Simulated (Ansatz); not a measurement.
# How fast states decay through PbCl2F2, part 4 of 4

A new crystal, PbCl2F2: structure, gap and complex bands. It is built by putting Cl for part of the F in the PbF4 structure of space group I4/mmm, with the volume rescaled by atomic radii. The parent structure comes from the Materials Project.

Ansatz 0.2.0; PBE DFT, plane waves, PAW files (the session's first sound run).

So far, gap on the k-mesh (eV): step 3 (the bulk crystal and its band edges, PBE) 0.188; step 4 (complex bands, plane (110), k-mesh 6×6×6, PBE) 0.188; step 6 (r2SCAN, cutoff 500 eV) 0.448.

The structure was built from a prototype and need not be the compound's stable phase.

### 7. Complex bands at another level, cutoff 500 eV

This step: r2SCAN DFT, plane waves, PAW files; complex bands by layer matching along the plane's normal (Ansatz 0.2.0).

The complex bands at that level, over its own gap, at (0, 0) and (0.4948, 0.4948).

input.yaml

```yaml
crystal:
  lattice:
    - [6.012722272, 0.0, 0.0]
    - [1.40580759, 5.846069974, 0.0]
    - [2.303457341, -2.923034987, 3.721565431]
  atoms:
    - { symbol: Pb, position: [0.0, 0.0, 0.0] }
    - { symbol: F, position: [0.7865052249, 0.7865052249, 0.0] }
    - { symbol: Cl, position: [0.0, 0.0, 0.5] }
    - { symbol: Cl, position: [0.5, 0.5, 0.5] }
    - { symbol: F, position: [0.2134947751, 0.2134947751, 0.0] }
kpoints:
  mp_grid: { grid: [6, 6, 6] }
scf:
  occupations: { method: fixed }
hamiltonian:
  xc: r2scan
output:
  eigenvalues: true
  transmission:
    leads: [[0, 0]]
    kpoints: [[0.0, 0.0], [0.4948, 0.4948]]
    e_range: [-1.0, 1.45]
    de: 0.05
```

Launch:

```bash
> ansatz run input.yaml --threads 2 --pin off --max-ram 4096MiB --backend cpu --events-out ev --progress --plain --runs-dir out
```

Numbers of over 12 decimals in the logs are rounded to 6 here.

What it wrote:

```text
[...]
Crystal: 5 atoms, lattice volume = 130.816 Å³
Basis set: ecut = 500 eV, 3329 PW (Γ), exchange–correlation on 180×180×160 points (64 copies of the dense FFT grid, shifted against one another)
Bands: 26, of which v1, the nominal top of the filled ones, is band 21 counted from 1 (20 counted from 0)
Symmetry: 16 space group operations
[...]
k-points: 30 of 216
[...]
SCF iter   1: F=—  HF=-15707.624833 eV  |F-HF|=—  |Δ(HF+E_count)|=         —  Δρ=7.08e-3  dr2=5.65e-2  dr2_τ=6.96e-2  ethr=1.77e-3  ⟨swp⟩=5.0  Hψ=3304  notcnv=0  defer=75
[...]
SCF iter   8: F=-15707.653064 eV  HF=-15707.653064 eV  |F-HF|=2.37e-9  |Δ(HF+E_count)|=   1.61e-7  Δρ=3.81e-6  dr2=1.83e-8  dr2_τ=9.23e-10  ethr=2.38e-10  ⟨swp⟩=10.9  Hψ=3653  notcnv=0
SCF 1 converged in 8 iterations: F = -15707.653064 eV  dr2 = 1.83e-8
[...]
transmission: 5 of 10 steps passed
transmission: 10 of 10 steps passed
SCF converged after 8 iterations
Free energy (F): -15707.653064 eV
[...]
Internal energy: -15707.653064 eV  (E = F + TS)
E sigma→0 (E₀):  -15707.653064 eV
Fermi energy:    -0.179651 eV
[...]
--- Band table (eV; the first three rows and the last of 30) ---
  k-point 0: bands = [... 17 lower, -0.8918, -0.8085, -0.7457, -0.7457, 0.2683, 8.0339, 9.7540, 10.1958, ... 1 higher]
  k-point 1: bands = [... 17 lower, -1.1049, -0.8474, -0.7653, -0.6372, 0.7803, 8.3973, 8.7398, 8.8368, ... 1 higher]
  k-point 2: bands = [... 17 lower, -1.5001, -0.7460, -0.6906, -0.3760, 2.0659, 6.4074, 6.8615, 7.8492, ... 1 higher]
  k-point 29: bands = [... 17 lower, -1.3326, -0.7509, -0.7509, -0.6214, 0.2909, 9.0568, 9.3206, 10.0259, ... 1 higher]
--- Transmission ---
  basis      : 361 plane waves across, 5 finite elements along
  points     : 2, as listed
[...]
crystal 0  : Pb1F2Cl2, at the sites [0, 0], period 3.7216 Å: whole cells are its period
[...]
channels       : 0.000000e0 a spin
[...]
slowest decay  : 0.1592 /Å at (0.0000, 0.0000)
```

Run time: 89 s. Hardware: 2 threads of Arm Neoverse V2, shared host; peak memory 1.4 GiB; 3 min of CPU time.

Numbers from this step:

| Quantity | Value |
| --- | --- |
| level to which the leads are filled | 0.2240 eV from the Fermi level |
| decay constant at the filling level, zone centre | 0.1592 Å⁻¹ |
| decay constant at the filling level, slowest listed point | 0.1592 Å⁻¹ |

K parallel (0, 0); values up to 1.5 1/Å, a degenerate pair printed once or twice; energies at which all values exceed this have no row. Table of Im kz of the slowest decaying states by energy, zero at the highest filled level on the SCF mesh:

| energy (eV) | decay 1 (Å⁻¹) | decay 2 (Å⁻¹) | decay 3 (Å⁻¹) | decay 4 (Å⁻¹) |
| --- | --- | --- | --- | --- |
| -1.000 | 0.136 | 0.399 | 0.511 | 0.526 |
| -0.800 | 0.202 | 0.373 | 0.386 | 0.424 |
| -0.600 | 0.152 | 0.249 | 0.627 | 0.712 |
| -0.400 | 0.143 | 0.292 | 0.327 | 0.407 |
| -0.200 | 0.184 | 0.339 | 0.483 | 0.717 |
| 0.000 | 0.00581 | 0.188 | 0.397 | 0.562 |
| 0.200 | 0.159 | 0.201 | 0.458 | 0.612 |
| 0.400 | 0.0759 | 0.249 | 0.511 | 0.648 |
| 0.600 | 0.275 | 0.554 | 0.660 | 0.674 |
| 0.800 | 0.292 | 0.589 | 0.650 | 0.693 |
| 1.000 | 0.303 | 0.617 | 0.644 | 0.708 |
| 1.200 | 0.312 | 0.640 | 0.641 | 0.720 |
| 1.400 | 0.318 | 0.638 | 0.660 | 0.728 |

K parallel (0, 0). Re kz of states that move upwards against energy, zero at the highest filled level on the SCF mesh:

| energy (eV) | channel 1 (Å⁻¹) | channel 2 (Å⁻¹) | channel 3 (Å⁻¹) |
| --- | --- | --- | --- |
| -1.000 | -0.322 | - | - |
| -0.950 | -0.295 | - | - |
| -0.850 | -0.240 | - | - |
| -0.800 | -0.213 | - | - |
| -0.750 | -0.184 | - | - |
| -0.650 | -0.118 | 0.337 | - |
| -0.600 | -0.0727 | 0.224 | 0.473 |
| -0.550 | 0.106 | 0.410 | 0.611 |
| -0.450 | 0.292 | - | - |
| -0.400 | 0.353 | - | - |
| -0.350 | 0.409 | - | - |
| -0.250 | 0.510 | - | - |
| -0.200 | 0.559 | - | - |
| -0.150 | 0.609 | - | - |
| -0.050 | 0.720 | - | - |
| 0.000 | - | - | - |
| 0.050 | - | - | - |
| 0.150 | - | - | - |
| 0.200 | - | - | - |
| 0.250 | - | - | - |
| 0.300 | - | - | - |
| 0.400 | - | - | - |
| 0.450 | 0.0189 | - | - |
| 0.500 | 0.0830 | - | - |
| 0.600 | 0.145 | - | - |
| 0.650 | 0.169 | - | - |
| 0.700 | 0.190 | - | - |
| 0.800 | 0.229 | - | - |
| 0.850 | 0.246 | - | - |
| 0.900 | 0.263 | - | - |
| 1.000 | 0.294 | - | - |
| 1.050 | 0.308 | - | - |
| 1.100 | 0.322 | - | - |
| 1.200 | 0.349 | - | - |
| 1.250 | 0.361 | - | - |
| 1.300 | 0.374 | - | - |
| 1.400 | 0.397 | - | - |
| 1.450 | 0.408 | - | - |

K parallel (0.4948, 0.4948); values up to 1.5 1/Å, a degenerate pair printed once or twice; energies at which all values exceed this have no row. Table of Im kz of the slowest decaying states by energy, zero at the highest filled level on the SCF mesh:

```
energy (eV)  decay 1 (Å⁻¹)  decay 2 (Å⁻¹)  decay 3 (Å⁻¹)  decay 4 (Å⁻¹)
     -1.000          0.134          0.482          0.654           1.01
     -0.900          0.170          0.429          0.703          0.945
     -0.750          0.211          0.325          0.789          0.807
     -0.650          0.220          0.233          0.712          0.742
     -0.500          0.141          0.262          0.602          0.910
     -0.400          0.189          0.211          0.281          0.366
     -0.250          0.269          0.310          0.311          0.486
     -0.150          0.288          0.331          0.364          0.458
      0.000         0.0062          0.285          0.370          0.425
      0.100          0.163          0.262          0.398          0.442
      0.200          0.212          0.227          0.428          0.450
      0.350          0.152          0.252          0.467          0.470
      0.450         0.0615          0.268          0.478          0.495
      0.600          0.286          0.494          0.529          0.564
      0.700          0.294          0.504          0.548          0.578
      0.850          0.305          0.517          0.574          0.597
      0.950          0.310          0.525          0.589          0.608
      1.100          0.317          0.536          0.609          0.623
      1.200          0.320          0.543          0.620          0.631
      1.350          0.324          0.551          0.636          0.642
      1.450          0.326          0.557          0.646          0.648
```

K parallel (0.4948, 0.4948). Re kz of states that move upwards against energy, zero at the highest filled level on the SCF mesh:

```
energy (eV)  channel 1 (Å⁻¹)  channel 2 (Å⁻¹)  channel 3 (Å⁻¹)
     -1.000           -0.424            0.242                -
     -0.950           -0.388            0.287                -
     -0.850           -0.319            0.371                -
     -0.800           -0.283            0.412                -
     -0.750           -0.245            0.454                -
     -0.650           -0.157            0.544                -
     -0.600          -0.0928            0.595                -
     -0.550            0.117            0.656                -
     -0.450           -0.183            0.287                -
     -0.400            0.346                -                -
     -0.350            0.399                -                -
     -0.250            0.499                -                -
     -0.200            0.547                -                -
     -0.150            0.597                -                -
     -0.050            0.713                -                -
      0.000                -                -                -
      0.050                -                -                -
      0.150                -                -                -
      0.200                -                -                -
      0.250                -                -                -
      0.300                -                -                -
      0.400                -                -                -
      0.450                -                -                -
      0.500           0.0760                -                -
      0.600            0.157                -                -
      0.650            0.185                -                -
      0.700            0.208                -                -
      0.800            0.249                -                -
      0.850            0.266                -                -
      0.900            0.283                -                -
      1.000            0.313                -                -
      1.050            0.327                -                -
      1.100            0.341                -                -
      1.200            0.366                -                -
      1.250            0.378                -                -
      1.300            0.390                -                -
      1.400            0.412                -                -
      1.450            0.422                -                -
```

At the listed wavevectors the last open channel is at -0.05 eV and the next at +0.45 eV on the grid. At +0.20 eV, the grid energy nearest the filling level (the middle of the gap on the SCF mesh), the slowest state at the listed wavevectors decays with κ = 0.159 Å⁻¹, its amplitude falling by e over 6.3 Å; the first such run, plane (110), gave 0.0961 Å⁻¹.

### 8. Outcome

```
band gap                                         : 0.188 eV
least decay constant at mid-gap, normal to (110) : 0.0961 Å⁻¹
least decay constant at mid-gap, normal to (001) : 0.179 Å⁻¹
least decay constant, r2SCAN                     : 0.159 Å⁻¹
```

In words: With PBE, the slowest decay at the wavevectors tried is κ = 0.0961 Å⁻¹, normal to (110). Through such a film the transmission near mid-gap falls as exp(−2κd), a factor of ten every 12 Å. The decay depends on direction: 1.9 times faster normal to (001). A free electron under a barrier of half the gap would need a mass of 0.37 mₑ to decay at this rate. With r2SCAN the gap goes from 0.188 to 0.448 eV and the decay constant, over the first 2 listed wavevectors (which shift with the band edges), from 0.0961 to 0.159 Å⁻¹. The compound is made up by substitution; its stability against other phases and against distortions of the cell's symmetry was not tested. A semilocal functional narrows gaps, while spin-orbit coupling, left out here, narrows them in compounds of heavy elements, so the error in κ can go either way.

[Logs are printed without paths, hosts, clocks, repeated set-up lines and the standing remarks that a program may print on its own settings, such as how far it seeks lower states.]

[Hosts, paths, dates, database ids (printed as entryN), source tags and the programs' standing remarks are cut or masked in the printed files.]
